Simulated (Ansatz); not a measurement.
## Generalised stacking fault on (112) of a Nb-Li solid solution (54 atoms): geometry optimisation

How does generalised stacking fault on (112) of a Nb-Li solid solution (54 atoms) relax, and what do bonds and levels look like afterwards?

Program: Ansatz 0.2.0. Level of theory: Kohn-Sham DFT, PBE, PAW (set soft_2), plane waves. Results are calculated unless marked as measured.

Most raw output is cut from this account.

## Step 1: Starting point

The cell holds 54 atoms: 30 Nb and 24 Li. Its edges and angles: a = 8.820 Å, b = 4.801 Å, c = 25.177 Å, α = 90.0°, β = 87.2°, γ = 90.0°. It derives from Nb and Li. Bcc Nb lattice (a = 3.3949 Å, the value set for the mixture), cell with z along [112], 3 x 1 x 3 periods; the third cell vector is tilted by 0.417 of 1/2<111> (its sense, twinning or antitwinning, isn't checked) and lengthened by 0.2 Å, so the cell holds one fault; displaced by a Gaussian of 0.01 Å; 24 of 54 Nb sites given to Li at random (lattice constant by Vegard's rule between Nb and Li).

Limits known from the start: The cell is under 6 Å thick along one periodic direction, so every atom has periodic images of itself close by, which move with it and show among its neighbours and in g(r). Atoms were free to move along the slip, so the relaxation can undo part or all of it. The host structure and its lattice constant were typed by rule, without a check against the phase diagram.

## Step 2: Single point at the start

The forces at the start show how far the geometry lies from a minimum of this functional.

Input file input.yaml:

```yaml
crystal:
  lattice:
    - [8.82021, 0.0, 0.0]
    - [0.0, 4.80111, 0.0]
    - [1.22504, 0.0, 25.14732]
  atoms:
    - { symbol: Nb, position: [0.53046, 0.99947, 0.99218] }
    - { symbol: Nb, position: [0.19442, 0.00111, 0.99115] }
    - { symbol: Li, position: [0.86333, 0.00176, 0.9917] }
    - { symbol: Nb, position: [0.77127, 0.49721, 0.05379] }
    - { symbol: Nb, position: [0.43747, 0.50134, 0.05439] }
    - { symbol: Li, position: [0.10424, 0.50079, 0.05474] }
    - { symbol: Li, position: [0.87293, 0.00146, 0.10948] }
    - { symbol: Li, position: [0.539, 0.00013, 0.11046] }
[... 42 atom lines left out ...]
    - { symbol: Nb, position: [0.98668, 0.00062, 0.88076] }
    - { symbol: Nb, position: [0.75877, 0.49809, 0.93645] }
    - { symbol: Li, position: [0.42455, 0.50147, 0.93643] }
    - { symbol: Li, position: [0.09213, 0.50072, 0.93671] }
kpoints:
  mp_grid: { grid: [2, 4, 1] }
hamiltonian:
  xc: pbe
scf:
  occupations: { method: fermi_dirac, width: 0.1 }
output:
  forces: true
```

The run is started by

```console
ansatz run input.yaml --threads 4 --pin off --max-ram 8192MiB --backend cpu --events-out ev --progress --plain --runs-dir out
```

Wall time 60 s (4 threads of Arm Neoverse V1, shared host); peak memory 4.6 GiB; 3.8 min of CPU time.

Numbers from this run:

- free energy: -141453.3086 eV
- free energy per atom: -2619.5057 eV/atom
- SCF cycles: 9
- r.m.s. force component: 0.5151 eV/Å
- longest force: 2.428 eV/Å
- Fermi energy: 9.209 eV

The r.m.s. force component of 0.52 eV/Å sets the starting point.

Length of the force by element:

| element | coordination | atoms | mean length of the force (eV/Å) | spread | least | most |
| --- | --- | --- | --- | --- | --- | --- |
| Li | all | 24 | 0.201 | 0.0904 | 0.0844 | 0.414 |
| Nb | all | 30 | 0.902 | 0.762 | 0.129 | 2.43 |

## Step 3: Relaxation

The atoms are relaxed in the fixed cell, aiming at the force tolerance of the input.

Changes to input.yaml since step 2:

```diff
@@ -15 +15,4 @@
   forces: true
+relax:
+  f_tol: 0.05
+  max_steps: 80
```

Wall time 20 min (4 threads); peak memory 4.6 GiB; 76 min of CPU time.

The steps of the relaxation (22 of 23):

| step | energy less that of the first step (eV) | largest force component (eV/Å) |
| --- | --- | --- |
| 1 | 0.0000 | 2.1593 |
| 2 | -2.9945 | 1.5946 |
| 3 | -4.6618 | 1.1827 |
| 4 | -5.7179 | 0.6395 |
| 5 | -6.5145 | 0.4450 |
| 6 | -6.9416 | 0.3754 |
| 7 | -7.1950 | 0.2109 |
| 8 | -7.3732 | 0.3095 |
| 9 | -7.4841 | 0.3644 |
| 10 | -7.5630 | 0.1862 |
| 11 | -7.6083 | 0.1273 |
| 13 | -7.6631 | 0.2457 |
| 14 | -7.6978 | 0.2627 |
| 15 | -7.7781 | 0.4280 |
| 16 | -7.9942 | 0.7884 |
| 17 | -8.3204 | 0.4617 |
| 18 | -8.5359 | 0.5805 |
| 19 | -8.6679 | 0.1974 |
| 20 | -8.7080 | 0.1305 |
| 21 | -8.7095 | 0.1253 |
| 22 | -8.7253 | 0.0659 |
| 23 | -8.7272 | 0.0418 |

The atoms that moved most (Å):

| atom | dx | dy | dz | length |
| --- | --- | --- | --- | --- |
| Nb9 | 1.827 | 0.003 | -0.633 | 1.933 |
| Li7 | 1.859 | -0.005 | -0.335 | 1.889 |
| Li8 | 1.809 | 0.002 | -0.496 | 1.876 |
| Nb13 | -1.361 | 0.009 | -0.657 | 1.511 |
| Nb10 | -1.329 | 0.007 | -0.557 | 1.441 |
| Li12 | -1.343 | 0.011 | -0.248 | 1.366 |
| Li11 | -1.260 | -0.004 | -0.456 | 1.340 |
| Nb4 | -1.212 | 0.016 | -0.452 | 1.293 |

The relaxation changed the energy by -162 meV/atom, and atoms moved by 0.76 Å r.m.s., 1.9 Å at most.

## Step 4: Distances and neighbours after relaxation

Density 4.61 g/cm³, 19.72 Å³ an atom.

g(r), total and by pair (bins of 0.2 Å):

| r (Å) | total | Nb-Nb | Nb-Li | Li-Li |
| --- | --- | --- | --- | --- |
| 2.30 | 0.05 | 0.17 | 0.00 | 0.00 |
| 2.50 | 0.09 | 0.29 | 0.00 | 0.00 |
| 2.70 | 0.88 | 1.83 | 0.16 | 1.18 |
| 2.90 | 4.38 | 5.85 | 3.94 | 3.17 |
| 3.10 | 1.99 | 1.85 | 1.66 | 3.03 |
| 3.30 | 2.30 | 2.77 | 1.95 | 2.44 |
| 3.50 | 1.17 | 0.00 | 1.79 | 1.45 |
| 3.70 | 0.27 | 0.20 | 0.21 | 0.53 |
| 3.90 | 0.08 | 0.13 | 0.04 | 0.10 |
| 4.10 | 0.05 | 0.00 | 0.04 | 0.18 |
| 4.30 | 0.25 | 0.20 | 0.25 | 0.32 |
| 4.50 | 0.58 | 1.06 | 0.31 | 0.50 |
| 4.70 | 1.23 | 1.33 | 1.46 | 0.46 |
| 4.90 | 1.46 | 1.84 | 0.74 | 2.67 |
| 5.10 | 0.49 | 0.46 | 0.48 | 0.56 |
| 5.30 | 1.04 | 1.36 | 0.98 | 0.68 |
| 5.50 | 2.36 | 2.77 | 2.12 | 2.32 |
| 5.70 | 2.36 | 2.03 | 2.73 | 1.98 |
| 5.90 | 1.21 | 0.87 | 1.43 | 1.19 |
| 6.10 | 0.40 | 0.41 | 0.35 | 0.51 |
| 6.30 | 0.26 | 0.14 | 0.18 | 0.67 |
| 6.50 | 0.35 | 0.31 | 0.32 | 0.49 |
| 6.70 | 0.46 | 0.36 | 0.50 | 0.55 |
| 6.90 | 0.51 | 0.41 | 0.59 | 0.43 |
| 7.10 | 0.80 | 1.13 | 0.74 | 0.40 |
| 7.30 | 1.93 | 2.30 | 2.00 | 1.19 |
| 7.50 | 1.88 | 1.87 | 1.92 | 1.81 |
| 7.70 | 1.20 | 0.81 | 1.33 | 1.46 |

## Step 5: Single point at the relaxed geometry

One more single point at the end of the walk gives the fuller output and checks the residual forces.

Input file input.yaml:

```yaml
crystal:
  lattice:
    - [8.82021, 0.0, 0.0]
    - [0.0, 4.80111, 0.0]
    - [1.22504, 0.0, 25.14732]
  atoms:
    - { symbol: Nb, position: [0.5377, 0.0005, 0.98006] }
    - { symbol: Nb, position: [0.22883, 0.00049, 0.98638] }
    - { symbol: Li, position: [0.87471, 0.0005, 0.98437] }
    - { symbol: Nb, position: [0.6364, 0.50049, 0.0358] }
    [... 44 atom lines left out ...]
    - { symbol: Nb, position: [0.67449, 0.00048, 0.87881] }
    - { symbol: Nb, position: [0.34647, 0.00049, 0.87437] }
    - { symbol: Nb, position: [0.03513, 0.00049, 0.87409] }
    - { symbol: Nb, position: [0.7367, 0.50049, 0.93826] }
    - { symbol: Li, position: [0.41456, 0.5005, 0.92852] }
    - { symbol: Li, position: [0.10868, 0.50049, 0.93348] }
kpoints:
  mp_grid: { grid: [2, 4, 1] }
hamiltonian:
  xc: pbe
scf:
  occupations: { method: fermi_dirac, width: 0.1 }
output:
  forces: true
  stress: true
  populations: intrinsic
  dos:
    method: { smearing: { sigma: 0.1 } }
    de: 0.1
    projected: { site_lists: { Li: [Li], Nb: [Nb] } }
  eigenvalues: true
  write_density: true
  write_potential: true
  volumetric_format: npy
```

Run time: 2 min. Hardware: 4 threads; peak memory 4.6 GiB; 7.7 min of CPU time.

Numbers from this run:

- free energy: -141462.0358 eV
- free energy per atom: -2619.6673 eV/atom
- SCF cycles: 9
- pressure: -4.578 GPa
- r.m.s. force component: 0.00719 eV/Å
- longest force: 0.04484 eV/Å
- Fermi energy: 9.309 eV
- levels partly filled by over 2 per cent: 117

States in the cell by windows of 1 eV, zero at the Fermi level; the larger projections on atomic orbitals stand beside the total:

| from (eV) | to (eV) | total | Nb d | Nb s | Li s |
| --- | --- | --- | --- | --- | --- |
| -14 | -6 | 0.0 | 0.0 | 0.0 | 0.0 |
| -6 | -5 | 0.3 | 0.0 | 0.2 | 0.0 |
| -5 | -4 | 4.3 | 0.2 | 3.4 | 0.7 |
| -4 | -3 | 10.9 | 3.2 | 5.8 | 1.7 |
| -3 | -2 | 45.6 | 33.0 | 7.1 | 4.8 |
| -2 | -1 | 56.3 | 46.8 | 3.9 | 4.3 |
| -1 | 0 | 56.3 | 45.9 | 3.5 | 4.2 |
| 0 | 1 | 46.7 | 34.4 | 3.2 | 3.8 |

The stored curve holds about 174 of the 462 electrons; the rest, give or take the few that broadening carries across the Fermi level, lie in deeper levels below its range.

The levels nearest the highest filled one (over half full), pooled over k-points and spins:

| level less the highest filled one (eV) | occupation |
| --- | --- |
| -0.0372 | 1.24 |
| -0.0117 | 1.12 |
| -0.0091 | 1.10 |
| -0.0089 | 1.10 |
| -0.005 | 1.08 |
| 0 | 1.06 |
| 0.0138 | 0.99 |
| 0.0328 | 0.895 |
| 0.0349 | 0.884 |
| 0.0404 | 0.857 |
| 0.0426 | 0.847 |
| 0.0476 | 0.822 |

Electrostatic potential energy in the ca plane at fractional y = 0.000, with atoms of Nb and Li within 0.2 Å of it. With pseudopotentials it is smooth inside the atoms' cores, unlike the true potential.

Ten even steps from '0' (-70 eV) to '9' (12 eV), each cell a mean:
```
99999997546999997557999998889988778999865699
99999998667999998557999975457999999999865699
99999999888999999778999852015899999999987899
99999999999999999999999850004899878999999999
77999999999999999999999962015887435799999999
56899999999999999999999986457885101589998999
56899988899999999999999998889984000489876789
88999854579999998778999999999986202688631268
99998610148999997557999987789998656898500048
99998510037999997557999853358999989998510048
89999620148999999878999730026999999999743368
67999865579999999999999730016899899999987789
14799987889999999999999852147887668999999999
01689865689999999999999986678873125899999999
02688621258999988899999999999851003799999999
35898500037999975689999999999962003799998999
78998610048999964589999999999985336899876799
99999853468999986789999877999998778999865689
99999987889999999999999755899998889999976799
89999999999999999999999756899987678999988899
67899999999999999999999888999852147999999999
55799999999999999999999999999740015899999999
66899999989999999999999999999840015899999999
88999998668999998778999999999863247999977899
```
Columns run along c (16.0 Å, from fractional 0.09 to 0.73 of the cell; values clipped at the 3rd and 97th percentile), rows up along a (8.8 Å). Atoms in or near the plane, at fractional coordinates: Li at (0.10, 0.09), Li at (0.09, 0.75), Nb at (0.19, 0.60), Nb at (0.19, 0.33), Li at (0.22, 0.96), Li at (0.34, 0.62), Li at (0.32, 0.31), Li at (0.35, 0.95), Nb at (0.47, 0.84), Nb at (0.46, 0.52), Li at (0.44, 0.21), Nb at (0.57, 0.73), Nb at (0.56, 0.37), Nb at (0.55, 0.08) and more.

Valence density in the ca plane at fractional y = 0.000, with atoms of Nb and Li within 0.2 Å of it. It is the smooth field of the valence electrons, not physical close to the nuclei.

Values in e/Å³, 13 rows by 16 columns, each cell a mean:
```
0.0 0.0 0.3 3.9 0.0 0.1 4.1 0.2 0.2 1.0 0.4 0.5 0.3 0.1 4.0 0.4
0.0 0.0 0.1 0.2 0.0 0.0 0.5 0.1 0.5 4.3 1.7 0.3 0.2 0.1 0.5 0.1
1.4 0.1 0.1 0.1 0.0 0.0 0.0 0.1 0.4 3.6 1.5 1.5 2.2 0.2 0.1 0.1
2.6 0.1 0.5 0.3 0.1 0.0 0.1 0.1 0.2 0.6 0.4 2.6 4.2 0.5 1.1 0.5
0.1 0.3 3.5 1.8 0.1 0.1 3.5 0.2 0.2 0.7 0.3 0.9 1.8 0.5 4.2 2.2
0.2 0.3 3.7 2.2 0.1 0.0 1.4 0.1 0.9 4.1 0.8 0.2 0.2 0.3 3.0 1.6
1.7 0.3 1.1 0.6 0.1 0.0 0.1 0.1 0.8 4.3 1.0 0.6 0.4 0.1 0.3 0.3
3.6 0.4 2.1 1.0 0.1 0.1 0.1 0.1 0.2 0.8 0.4 3.3 2.4 0.1 0.1 0.1
1.6 0.5 4.2 2.5 0.1 1.3 2.3 0.1 0.1 0.1 0.2 3.1 2.7 0.1 0.4 0.1
0.2 0.2 2.1 1.1 0.1 0.5 1.0 0.0 0.8 0.9 0.2 0.6 0.5 0.1 3.9 0.4
0.1 0.1 0.2 0.1 0.1 0.0 0.0 0.0 1.6 2.0 0.2 1.0 0.5 0.1 0.4 0.1
3.5 0.1 0.1 0.1 0.0 0.0 0.0 0.0 0.1 0.1 0.3 4.0 2.0 0.1 0.1 0.1
1.2 0.0 0.1 0.8 0.0 0.0 0.3 0.1 0.1 0.1 0.3 3.4 1.7 0.1 0.3 0.1
```
Columns run along c (16.0 Å, from fractional 0.09 to 0.73 of the cell), rows up along a (8.8 Å). Atoms in or near the plane, at fractional coordinates: Li at (0.10, 0.09), Li at (0.09, 0.75), Nb at (0.19, 0.60), Nb at (0.19, 0.33), Li at (0.22, 0.96), Li at (0.34, 0.62), Li at (0.32, 0.31), Li at (0.35, 0.95), Nb at (0.47, 0.84), Nb at (0.46, 0.52), Li at (0.44, 0.21), Nb at (0.57, 0.73), Nb at (0.56, 0.37), Nb at (0.55, 0.08) and more.

Within 0.4 eV of the Fermi level the largest share is Nb d (82 % of the projected weight).

A closer look about Nb52, picked at random: 13 atoms, nearest first, numbered in the order of the input, with positions taken from that point.

| atom | x | y | z | distance (Å) |
| --- | --- | --- | --- | --- |
| Nb52 | 0.00 | 0.00 | 0.00 | 0.00 |
| Nb4 | -0.77 | 0.00 | 2.45 | 2.57 |
| Li48 | 1.24 | 0.00 | -2.55 | 2.83 |
| Li53 | -2.85 | 0.00 | -0.24 | 2.86 |
| Nb49 | -0.62 | 2.40 | -1.50 | 2.90 |
| Nb49 | -0.62 | -2.40 | -1.50 | 2.90 |
| Li3 | 1.27 | -2.40 | 1.16 | 2.95 |
| Li3 | 1.27 | 2.40 | 1.16 | 2.95 |
| Nb1 | -1.70 | -2.40 | 1.05 | 3.13 |
| Nb1 | -1.70 | 2.40 | 1.05 | 3.13 |
| Nb46 | -1.63 | 0.00 | -2.80 | 3.24 |
| Li54 | 3.28 | 0.00 | -0.12 | 3.28 |
| Li6 | 2.32 | 0.00 | 2.42 | 3.36 |

## Step 6: Outcome

| Property | Result |
| --- | --- |
| energy change in the relaxation | -161.6 meV/atom |
| r.m.s. displacement | 0.763 Å |
| largest displacement | 1.933 Å |
| free energy per atom | -2619.6673 eV/atom |
| density | 4.606 g/cm³ |
| pressure | -4.578 GPa |
| r.m.s. force component | 0.00719 eV/Å |
| wall time of the 3 DFT runs | 23 min |

Relaxation lowers the energy by 162 meV/atom and moves atoms by 0.76 Å r.m.s.; the r.m.s. force component goes from 0.52 to 0.0072 eV/Å. From the first step to the last the energy fell by 8.727 eV, and the largest move was 1.93 Å (Nb9). 117 levels are partly filled, by over 2 % (on the run's k-points), as in a metal.

**Limits.** Atoms were free to move along the slip, so the relaxation can undo part or all of it. The pressure of -4.6 GPa means that a free cell would contract at this level.

[Logs are printed without paths, hosts, clocks, repeated set-up lines and the standing remarks that a program may print on its own settings, such as how far it seeks lower states.]

[Hosts, paths, dates, database ids (printed as entryN), source tags and the programs' standing remarks are cut or masked in the printed files.]
